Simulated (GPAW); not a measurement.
The Si K edge of atom 1 in SiO2 (Quartz, P3_121), with 4 O at 1.61 Å (tetrahedral, site symmetry 2), was computed in 2 ways: full core hole (charged cell) and no core hole. Program and functional: GPAW, PBE, Gaussian full width 0.9 eV up to 4 eV, rising linearly to 3.5 eV at 25 eV; cells of 9 atoms.

Each run is counted from its own lowest empty level or Fermi level and scaled to a mean of 1 over its first 20 eV.

| E (eV) | run 1 | run 2 |
| --- | --- | --- |
| -2.00 | 0.00 | 0.00 |
| -1.25 | 0.00 | 0.00 |
| -0.50 | 0.00 | 0.00 |
| 0.25 | 0.00 | 0.01 |
| 1.00 | 0.01 | 0.11 |
| 1.75 | 0.06 | 1.04 |
| 2.50 | 0.30 | 5.66 |
| 3.25 | 1.60 | 4.06 |
| 4.00 | 2.04 | 0.59 |
| 4.75 | 1.78 | 0.42 |
| 5.50 | 1.42 | 0.44 |
| 6.25 | 1.37 | 0.57 |
| 7.00 | 0.95 | 0.50 |
| 7.75 | 0.77 | 0.48 |
| 8.50 | 1.04 | 0.69 |
| 9.25 | 1.35 | 0.88 |
| 10.00 | 1.20 | 0.83 |
| 10.75 | 1.02 | 0.74 |
| 11.50 | 1.04 | 0.73 |
| 12.25 | 1.04 | 0.74 |
| 13.00 | 1.02 | 0.74 |
| 13.75 | 0.99 | 0.74 |
| 14.50 | 0.97 | 0.73 |
| 15.25 | 0.96 | 0.73 |
| 16.00 | 0.93 | 0.75 |
| 16.75 | 0.90 | 0.79 |
| 17.50 | 0.90 | 0.86 |
| 18.25 | 0.95 | 0.93 |
| 19.00 | 1.05 | 1.00 |
| 19.75 | 1.14 | 1.01 |
| 20.50 | 1.21 | 0.96 |
| 21.25 | 1.25 | 0.89 |
| 22.00 | 1.29 | 0.80 |
| 22.75 | 1.30 | 0.71 |
| 23.50 | 1.27 | 0.65 |
| 24.25 | 1.22 | 0.60 |
| 25.00 | 1.20 | 0.57 |
| 25.75 | 1.19 | 0.55 |
| 26.50 | 1.19 | 0.52 |
| 27.25 | 1.17 | 0.50 |
| 28.00 | 1.12 | 0.48 |
| 28.75 | 1.05 | 0.46 |
| 29.50 | 0.95 | 0.43 |
| 30.25 | 0.85 | 0.41 |

Which run is which?

Run 1: no core hole (area from −2 to 6 eV 5.6, main maxima 3.9 eV (2.05), 9.4 eV (1.36) and 22.5 eV (1.30)). Run 2: full core hole (charged cell) (area from −2 to 6 eV 9.3, main maxima 2.8 eV (6.46), 6.4 eV (0.58), 9.4 eV (0.89) and 19.5 eV (1.01)). With each curve scaled to its own mean, the area from −2 to 6 eV with the hole is 9.3 against 5.6, and the centre of weight from −1 to 20 eV moves by -1.8 eV: the hole pulls the absorber's empty states down.

[Hosts, paths, dates, database ids (printed as entryN), source tags and the programs' standing remarks are cut or masked in the printed files.]

[Lists of maxima count a maximum above −3 eV only where it reaches 4 % of the highest in the window and stands out from its surroundings by 2 % of it (1.5 % where it reaches 55 %); shoulders and weaker maxima are passed over, and of the rest the first, up to two pre-edge ones and the few strongest are named.]
